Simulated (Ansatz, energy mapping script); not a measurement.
# GaCo: exchange couplings from total energies, part 2 of 3

How strongly do the moments of GaCo couple under PBE+U+J (2.1 eV, J 0.7 eV, AMF)? The plan is to run several orders and fit a Heisenberg model.

PBE with U = 2.1 eV, J = 0.7 eV on Co d, around mean field, ortho-atomic projectors; plane waves, U on orthogonalised atomic orbitals unless named otherwise, collinear spin, no spin–orbit coupling.

So far. Step 4 (Compensated +− start in cell A (4 atoms)): The run ends non-magnetic, not as typed: a moment turned or collapsed in the SCF or in the program's search for a lower state. Step 5 (Run 3 (parallel; cell B, 4 atoms)): The run ends ferromagnetic. For each magnetic atom its energy differs from the parallel run of the first cell by 0.41 meV, an error that one common reference would have brought in.

## 6. Compensated +− start in cell B (4 atoms)

This order reverses 2 of the 6 neighbours at 2.88 Å and 8 of the 12 neighbours at 4.07 Å, counted for an average magnetic atom.

Contents of input.yaml:

```yaml
crystal:
  lattice:
    - [2.878, 0.0, 0.0]
    - [0.0, 2.878, 0.0]
    - [0.0, 0.0, 5.756]
  atoms:
    - { symbol: Ga, position: [0.5, 0.5, 0.25] }
    - { symbol: Ga, position: [0.5, 0.5, 0.75] }
    - { symbol: Co, position: [0.0, 0.0, 0.0], spin: 2.0 }
    - { symbol: Co, position: [0.0, 0.0, 0.5], spin: -2.0 }
magnetization:
  spin_polarized: true
kpoints:
  mp_grid: { grid: [13, 13, 7] }
hamiltonian:
  xc: pbe
  hubbard:
    sites:
      - { species: Co, l: d, u: 2.1, j: 0.7 }
      - { site: 2, l: d, u: 2.1, j: 0.7, starting_ns: [{ spin: up, occupation_matrix: co2_major }, { spin: down, occupation_matrix: co2_minor }] }
      - { site: 3, l: d, u: 2.1, j: 0.7, starting_ns: [{ spin: up, occupation_matrix: co2_minor }, { spin: down, occupation_matrix: co2_major }] }
    double_counting: amf
    projectors: ortho-atomic
    occupation_matrices:
      co2_major:
        matrix:
          - [0.857, 0.0, 0.0, 0.0, 0.0]
          - [0.0, 0.852, 0.0, 0.0, 0.0]
          - [0.0, 0.0, 0.852, 0.0, 0.0]
          - [0.0, 0.0, 0.0, 0.857, 0.0]
          - [0.0, 0.0, 0.0, 0.0, 0.852]
      co2_minor:
        matrix:
          - [0.61, 0.0, 0.0, 0.0, 0.0]
          - [0.0, 0.867, 0.0, 0.0, 0.0]
          - [0.0, 0.0, 0.867, 0.0, 0.0]
          - [0.0, 0.0, 0.0, 0.61, 0.0]
          - [0.0, 0.0, 0.0, 0.0, 0.867]
scf:
  occupations: { method: fermi_dirac, width: 0.1 }
output:
  eigenvalues: true
```

Started as:

```console
> ansatz run input.yaml --threads 4 --pin off --max-ram 8192MiB --backend cpu --events-out ev --progress --plain --runs-dir out
```

Numbers of over 12 decimals in the logs are rounded to 6 here.

Log:

```text
[...]
Crystal: 4 atoms, lattice volume = 47.676 Å³
Basis set: ecut = 420 eV, 927 PW (Γ)
Bands: 39, of which v1, the nominal top of the filled ones, is band 30 counted from 1 (29 counted from 0)
Symmetry: 16 space group operations
[...]
k-points: 112 of 1183
[...]
Starting moments: Σ|m| = 4 μB on 2 of 4 sites
[...]
k-point 1 ↑: bands = [... 26 lower, 15.9809, 16.0272, 16.0272, 16.1043, 17.1633, 21.3489, 22.2599, 22.2599, ... 5 higher]
  k-point 2 ↑: bands = [... 26 lower, 15.8600, 15.8600, 15.9810, 16.1043, 17.2565, 19.8904, 22.7481, 22.7481, ... 5 higher]
  k-point 111 ↓: bands = [... 26 lower, 15.8831, 16.7813, 16.9309, 17.4512, 17.5859, 18.0125, 18.7557, 18.9690, ... 5 higher]
Occupation matrices written to <dir>
[key lines of the parts left out:]
SCF converged after 19 iterations
Magnetization: 0.0000 μB (30.0000 up, 30.0000 down)
Free energy (F): -17819.520977 eV
Fermi energy:    16.820737 eV
```

Elapsed: 5.1 s, on 4 threads of Arm Neoverse V2, shared host; peak memory 0.6 GiB; 20 s of CPU time.

The run ends antiferromagnetic, 19.19 meV a magnetic atom below the parallel order of its cell (energies taken at zero occupation width, not the printed F).

## 7. Parallel start in cell C (4 atoms)

A new cell needs its own zero of energy.

This run holds the same structure in another cell (b 2.878 → 4.070 Å, c 5.756 → 4.070 Å).

Contents of input.yaml:

```yaml
crystal:
  lattice:
    - [-2.878, 0.0, 0.0]
    - [0.0, 2.878, 2.878]
    - [0.0, 2.878, -2.878]
  atoms:
    - { symbol: Ga, position: [0.5, 0.5, 0.0] }
    - { symbol: Ga, position: [0.5, 0.0, 0.5] }
    - { symbol: Co, position: [0.0, 0.0, 0.0], spin: 2.0 }
    - { symbol: Co, position: [0.0, 0.5, 0.5], spin: 2.0 }
magnetization:
  spin_polarized: true
kpoints:
  mp_grid: { grid: [13, 10, 10] }
hamiltonian:
  xc: pbe
  hubbard:
    sites:
      - { species: Co, l: d, u: 2.1, j: 0.7 }
      - { site: 2, l: d, u: 2.1, j: 0.7, starting_ns: [{ spin: up, occupation_matrix: co2_major }, { spin: down, occupation_matrix: co2_minor }] }
      - { site: 3, l: d, u: 2.1, j: 0.7, starting_ns: [{ spin: up, occupation_matrix: co2_major }, { spin: down, occupation_matrix: co2_minor }] }
    double_counting: amf
    projectors: ortho-atomic
    occupation_matrices:
      co2_major:
        matrix:
          - [0.857, 0.0, 0.0, 0.0, 0.0]
          - [0.0, 0.852, 0.0, 0.0, 0.0]
          - [0.0, 0.0, 0.852, 0.0, 0.0]
          - [0.0, 0.0, 0.0, 0.857, 0.0]
          - [0.0, 0.0, 0.0, 0.0, 0.852]
      co2_minor:
        matrix:
          - [0.61, 0.0, 0.0, 0.0, 0.0]
          - [0.0, 0.867, 0.0, 0.0, 0.0]
          - [0.0, 0.0, 0.867, 0.0, 0.0]
          - [0.0, 0.0, 0.0, 0.61, 0.0]
          - [0.0, 0.0, 0.0, 0.0, 0.867]
scf:
  occupations: { method: fermi_dirac, width: 0.1 }
output:
  eigenvalues: true
```

Log:

```text
[...]
Crystal: 4 atoms, lattice volume = 47.676 Å³
Basis set: ecut = 420 eV, 929 PW (Γ)
Bands: 39, of which v1, the nominal top of the filled ones, is band 30 counted from 1 (29 counted from 0)
Symmetry: 32 space group operations
[...]
k-points: 147 of 1300
[...]
Starting moments: Σ|m| = 4 μB on 2 of 4 sites
[...]
k-point 1 ↑: bands = [... 26 lower, 15.6452, 16.0507, 16.0666, 16.1043, 16.2104, 19.2585, 20.2562, 21.7445, ... 5 higher]
  k-point 2 ↑: bands = [... 26 lower, 15.6777, 15.8540, 15.9395, 16.0682, 16.4527, 19.3760, 20.9151, 21.1829, ... 5 higher]
  k-point 146 ↓: bands = [... 26 lower, 15.5552, 15.5552, 15.5685, 15.5685, 17.4203, 17.4203, 19.2002, 19.2002, ... 5 higher]
Occupation matrices written to <dir>
[key lines of the parts left out:]
SCF converged after 18 iterations
Magnetization: 0.7510 μB (30.3755 up, 29.6245 down)
Free energy (F): -17819.491616 eV
Fermi energy:    16.748693 eV
```

Elapsed: 11 s, on 4 threads; peak memory 0.72 GiB.

The run ends ferromagnetic. For each magnetic atom its energy differs from the parallel run of the first cell by 0.47 meV, an error that one common reference would have brought in.

## 8. Compensated +− start in cell C (4 atoms)

This order reverses 4 of the 6 neighbours at 2.88 Å and 8 of the 12 neighbours at 4.07 Å, counted for an average magnetic atom.

input.yaml, as its differences from that of step 7:

```diff
@@ -9,3 +9,3 @@
     - { symbol: Co, position: [0.0, 0.0, 0.0], spin: 2.0 }
-    - { symbol: Co, position: [0.0, 0.5, 0.5], spin: 2.0 }
+    - { symbol: Co, position: [0.0, 0.5, 0.5], spin: -2.0 }
 magnetization:
@@ -20,3 +20,3 @@
       - { site: 2, l: d, u: 2.1, j: 0.7, starting_ns: [{ spin: up, occupation_matrix: co2_major }, { spin: down, occupation_matrix: co2_minor }] }
-      - { site: 3, l: d, u: 2.1, j: 0.7, starting_ns: [{ spin: up, occupation_matrix: co2_major }, { spin: down, occupation_matrix: co2_minor }] }
+      - { site: 3, l: d, u: 2.1, j: 0.7, starting_ns: [{ spin: up, occupation_matrix: co2_minor }, { spin: down, occupation_matrix: co2_major }] }
     double_counting: amf
```

Log:

```text
[...]
Crystal: 4 atoms, lattice volume = 47.676 Å³
Basis set: ecut = 420 eV, 929 PW (Γ)
Bands: 39, of which v1, the nominal top of the filled ones, is band 30 counted from 1 (29 counted from 0)
Symmetry: 16 space group operations
[...]
k-points: 147 of 1300
[...]
Starting moments: Σ|m| = 4 μB on 2 of 4 sites
[...]
k-point 1 ↑: bands = [... 26 lower, 15.5642, 15.9922, 16.0127, 16.0301, 16.8570, 19.2786, 20.4166, 21.7513, ... 5 higher]
  k-point 2 ↑: bands = [... 26 lower, 15.5969, 15.8331, 15.8645, 15.9937, 17.0252, 19.4323, 20.9684, 21.1903, ... 5 higher]
  k-point 146 ↓: bands = [... 26 lower, 15.5303, 15.5601, 15.5601, 15.6346, 16.3238, 17.3613, 19.1650, 19.1650, ... 5 higher]
Occupation matrices written to <dir>
[key lines of the parts left out:]
SCF converged after 18 iterations
Magnetization: 0.0000 μB (30.0000 up, 30.0000 down)
Free energy (F): -17819.509388 eV
Fermi energy:    16.923303 eV
```

It took 6.1 s on 4 threads; peak memory 0.69 GiB; 24 s of CPU time.

The run ends antiferromagnetic, 13.31 meV a magnetic atom below the parallel order of its cell (energies taken at zero occupation width, not the printed F).

## 9. Parallel start in cell D (6 atoms)

A new cell needs its own zero of energy.

Contents of input.yaml:

```yaml
crystal:
  lattice:
    - [2.878, 0.0, 2.878]
    - [0.0, -2.878, -2.878]
    - [2.878, 2.878, -2.878]
  atoms:
    - { symbol: Ga, position: [0.333333333, 0.666666667, 0.166666667] }
    - { symbol: Ga, position: [0.666666667, 0.333333333, 0.833333333] }
    - { symbol: Ga, position: [0.0, 0.0, 0.5] }
    - { symbol: Co, position: [0.0, 0.0, 0.0], spin: 2.0 }
    - { symbol: Co, position: [0.333333333, 0.666666667, 0.666666667], spin: 2.0 }
    - { symbol: Co, position: [0.666666667, 0.333333333, 0.333333333], spin: 2.0 }
magnetization:
  spin_polarized: true
kpoints:
  mp_grid: { grid: [11, 11, 8] }
hamiltonian:
  xc: pbe
  hubbard:
    sites:
      - { species: Co, l: d, u: 2.1, j: 0.7 }
      - { site: 3, l: d, u: 2.1, j: 0.7, starting_ns: [{ spin: up, occupation_matrix: co2_major }, { spin: down, occupation_matrix: co2_minor }] }
      - { site: 4, l: d, u: 2.1, j: 0.7, starting_ns: [{ spin: up, occupation_matrix: co2_major }, { spin: down, occupation_matrix: co2_minor }] }
      - { site: 5, l: d, u: 2.1, j: 0.7, starting_ns: [{ spin: up, occupation_matrix: co2_major }, { spin: down, occupation_matrix: co2_minor }] }
    double_counting: amf
    projectors: ortho-atomic
    occupation_matrices:
      co2_major:
        matrix:
          - [0.857, 0.0, 0.0, 0.0, 0.0]
          - [0.0, 0.852, 0.0, 0.0, 0.0]
          - [0.0, 0.0, 0.852, 0.0, 0.0]
          - [0.0, 0.0, 0.0, 0.857, 0.0]
          - [0.0, 0.0, 0.0, 0.0, 0.852]
      co2_minor:
        matrix:
          - [0.61, 0.0, 0.0, 0.0, 0.0]
          - [0.0, 0.867, 0.0, 0.0, 0.0]
          - [0.0, 0.0, 0.867, 0.0, 0.0]
          - [0.0, 0.0, 0.0, 0.61, 0.0]
          - [0.0, 0.0, 0.0, 0.0, 0.867]
scf:
  occupations: { method: fermi_dirac, width: 0.1 }
output:
  eigenvalues: true
```

Log:

```text
[...]
Crystal: 6 atoms, lattice volume = 71.514 Å³
Basis set: ecut = 420 eV, 1385 PW (Γ)
Bands: 58, of which v1, the nominal top of the filled ones, is band 45 counted from 1 (44 counted from 0)
Symmetry: 36 space group operations
[...]
k-points: 110 of 968
[...]
Starting moments: Σ|m| = 6 μB on 3 of 6 sites
[...]
k-point 1 ↑: bands = [... 41 lower, 16.0501, 16.0880, 16.0880, 16.7375, 19.1813, 19.6802, 19.6802, 19.7991, ... 9 higher]
  k-point 2 ↑: bands = [... 41 lower, 15.9160, 15.9917, 15.9917, 17.7249, 18.7018, 19.7975, 19.7975, 20.0500, ... 9 higher]
  k-point 109 ↓: bands = [... 41 lower, 15.6806, 15.7792, 15.7792, 15.8713, 17.6855, 17.7097, 17.7097, 22.9488, ... 9 higher]
Occupation matrices written to <dir>
[key lines of the parts left out:]
SCF converged after 18 iterations
Magnetization: 1.1070 μB (45.5535 up, 44.4465 down)
Free energy (F): -26729.237764 eV
Fermi energy:    16.751471 eV
```

The job ended after 19 s (4 threads; peak memory 1 GiB; 74 s of CPU time).

The run ends ferromagnetic. For each magnetic atom its energy differs from the parallel run of the first cell by 0.01 meV, an error that one common reference would have brought in.

## 10. Run 8 (uncompensated ++−; cell D, 6 atoms)

This order reverses 4 of the 6 neighbours at 2.88 Å and 4 of the 12 neighbours at 4.07 Å, counted for an average magnetic atom.

input.yaml, as its differences from that of step 9:

```diff
@@ -11,3 +11,3 @@
     - { symbol: Co, position: [0.333333333, 0.666666667, 0.666666667], spin: 2.0 }
-    - { symbol: Co, position: [0.666666667, 0.333333333, 0.333333333], spin: 2.0 }
+    - { symbol: Co, position: [0.666666667, 0.333333333, 0.333333333], spin: -2.0 }
 magnetization:
@@ -23,3 +23,3 @@
       - { site: 4, l: d, u: 2.1, j: 0.7, starting_ns: [{ spin: up, occupation_matrix: co2_major }, { spin: down, occupation_matrix: co2_minor }] }
-      - { site: 5, l: d, u: 2.1, j: 0.7, starting_ns: [{ spin: up, occupation_matrix: co2_major }, { spin: down, occupation_matrix: co2_minor }] }
+      - { site: 5, l: d, u: 2.1, j: 0.7, starting_ns: [{ spin: up, occupation_matrix: co2_minor }, { spin: down, occupation_matrix: co2_major }] }
     double_counting: amf
```

Log:

```text
[...]
Crystal: 6 atoms, lattice volume = 71.514 Å³
Basis set: ecut = 420 eV, 1385 PW (Γ)
Bands: 58, of which v1, the nominal top of the filled ones, is band 45 counted from 1 (44 counted from 0)
Symmetry: 12 space group operations
[...]
k-points: 110 of 968
[...]
Starting moments: Σ|m| = 6 μB on 3 of 6 sites
[...]
k-point 1 ↑: bands = [... 41 lower, 16.0501, 16.0880, 16.0880, 16.7375, 19.1813, 19.6802, 19.6802, 19.7991, ... 9 higher]
  k-point 2 ↑: bands = [... 41 lower, 15.9161, 15.9917, 15.9917, 17.7249, 18.7018, 19.7975, 19.7975, 20.0500, ... 9 higher]
  k-point 109 ↓: bands = [... 41 lower, 15.6806, 15.7792, 15.7793, 15.8714, 17.6855, 17.7097, 17.7097, 22.9488, ... 9 higher]
Occupation matrices written to <dir>
[key lines of the parts left out:]
SCF converged after 28 iterations
Magnetization: 1.1069 μB (45.5535 up, 44.4465 down)
Free energy (F): -26729.237764 eV
Fermi energy:    16.751534 eV
```

It took 30 s on 4 threads; peak memory 1 GiB.

The run ends ferromagnetic, not as typed: a moment turned or collapsed in the SCF or in the program's search for a lower state.

## 11. Parallel start in cell E (6 atoms)

The parallel order again, as the reference for this cell.

This run holds the same structure in another cell (a 4.070 → 2.878 Å, b 4.070 → 2.878 Å, c 4.985 → 8.634 Å, γ 120.0 → 90.0°).

Contents of input.yaml:

```yaml
crystal:
  lattice:
    - [2.878, 0.0, 0.0]
    - [0.0, 2.878, 0.0]
    - [0.0, 0.0, 8.634]
  atoms:
    - { symbol: Ga, position: [0.5, 0.5, 0.166666667] }
    - { symbol: Ga, position: [0.5, 0.5, 0.5] }
    - { symbol: Ga, position: [0.5, 0.5, 0.833333333] }
    - { symbol: Co, position: [0.0, 0.0, 0.0], spin: 2.0 }
    - { symbol: Co, position: [0.0, 0.0, 0.333333333], spin: 2.0 }
    - { symbol: Co, position: [0.0, 0.0, 0.666666667], spin: 2.0 }
magnetization:
  spin_polarized: true
kpoints:
  mp_grid: { grid: [13, 13, 5] }
hamiltonian:
  xc: pbe
  hubbard:
    sites:
      - { species: Co, l: d, u: 2.1, j: 0.7 }
      - { site: 3, l: d, u: 2.1, j: 0.7, starting_ns: [{ spin: up, occupation_matrix: co2_major }, { spin: down, occupation_matrix: co2_minor }] }
      - { site: 4, l: d, u: 2.1, j: 0.7, starting_ns: [{ spin: up, occupation_matrix: co2_major }, { spin: down, occupation_matrix: co2_minor }] }
      - { site: 5, l: d, u: 2.1, j: 0.7, starting_ns: [{ spin: up, occupation_matrix: co2_major }, { spin: down, occupation_matrix: co2_minor }] }
    double_counting: amf
    projectors: ortho-atomic
    occupation_matrices:
      co2_major:
        matrix:
          - [0.857, 0.0, 0.0, 0.0, 0.0]
          - [0.0, 0.852, 0.0, 0.0, 0.0]
          - [0.0, 0.0, 0.852, 0.0, 0.0]
          - [0.0, 0.0, 0.0, 0.857, 0.0]
          - [0.0, 0.0, 0.0, 0.0, 0.852]
      co2_minor:
        matrix:
          - [0.61, 0.0, 0.0, 0.0, 0.0]
          - [0.0, 0.867, 0.0, 0.0, 0.0]
          - [0.0, 0.0, 0.867, 0.0, 0.0]
          - [0.0, 0.0, 0.0, 0.61, 0.0]
          - [0.0, 0.0, 0.0, 0.0, 0.867]
scf:
  occupations: { method: fermi_dirac, width: 0.1 }
output:
  eigenvalues: true
```

Log:

```text
[...]
Crystal: 6 atoms, lattice volume = 71.514 Å³
Basis set: ecut = 420 eV, 1393 PW (Γ)
Bands: 58, of which v1, the nominal top of the filled ones, is band 45 counted from 1 (44 counted from 0)
Symmetry: 48 space group operations
[...]
k-points: 84 of 845
[...]
Starting moments: Σ|m| = 6 μB on 3 of 6 sites
[...]
k-point 1 ↑: bands = [... 41 lower, 16.0611, 16.1159, 16.1187, 16.1207, 16.6104, 17.4865, 21.4215, 22.2533, ... 9 higher]
  k-point 2 ↑: bands = [... 41 lower, 15.9112, 16.1166, 16.1176, 16.1212, 16.5343, 18.5898, 20.0180, 22.6802, ... 9 higher]
  k-point 83 ↓: bands = [... 41 lower, 16.7026, 17.3716, 17.3830, 17.4655, 17.5361, 17.6995, 19.0322, 19.1562, ... 9 higher]
Occupation matrices written to <dir>
[key lines of the parts left out:]
SCF converged after 18 iterations
Magnetization: 1.1316 μB (45.5658 up, 44.4342 down)
Free energy (F): -26729.237938 eV
Fermi energy:    16.748006 eV
```

Wall time 14 s (4 threads); peak memory 0.85 GiB.

The run ends ferromagnetic. For each magnetic atom its energy differs from the parallel run of the first cell by 0.16 meV, an error that one common reference would have brought in.

(Continued in part 3 of 3.)

[Logs and program files are shortened in this print: banners, set-up blocks, solver, clock and traceback lines can be left out without a mark of their own.]

[Logs are printed without paths, hosts, clocks, repeated set-up lines and the standing remarks that a program may print on its own settings, such as how far it seeks lower states.]

[Hosts, paths, dates, database ids (printed as entryN), source tags and the programs' standing remarks are cut or masked in the printed files.]

[Where a cell is said to come from a database of computed structures, the database is the Materials Project.]
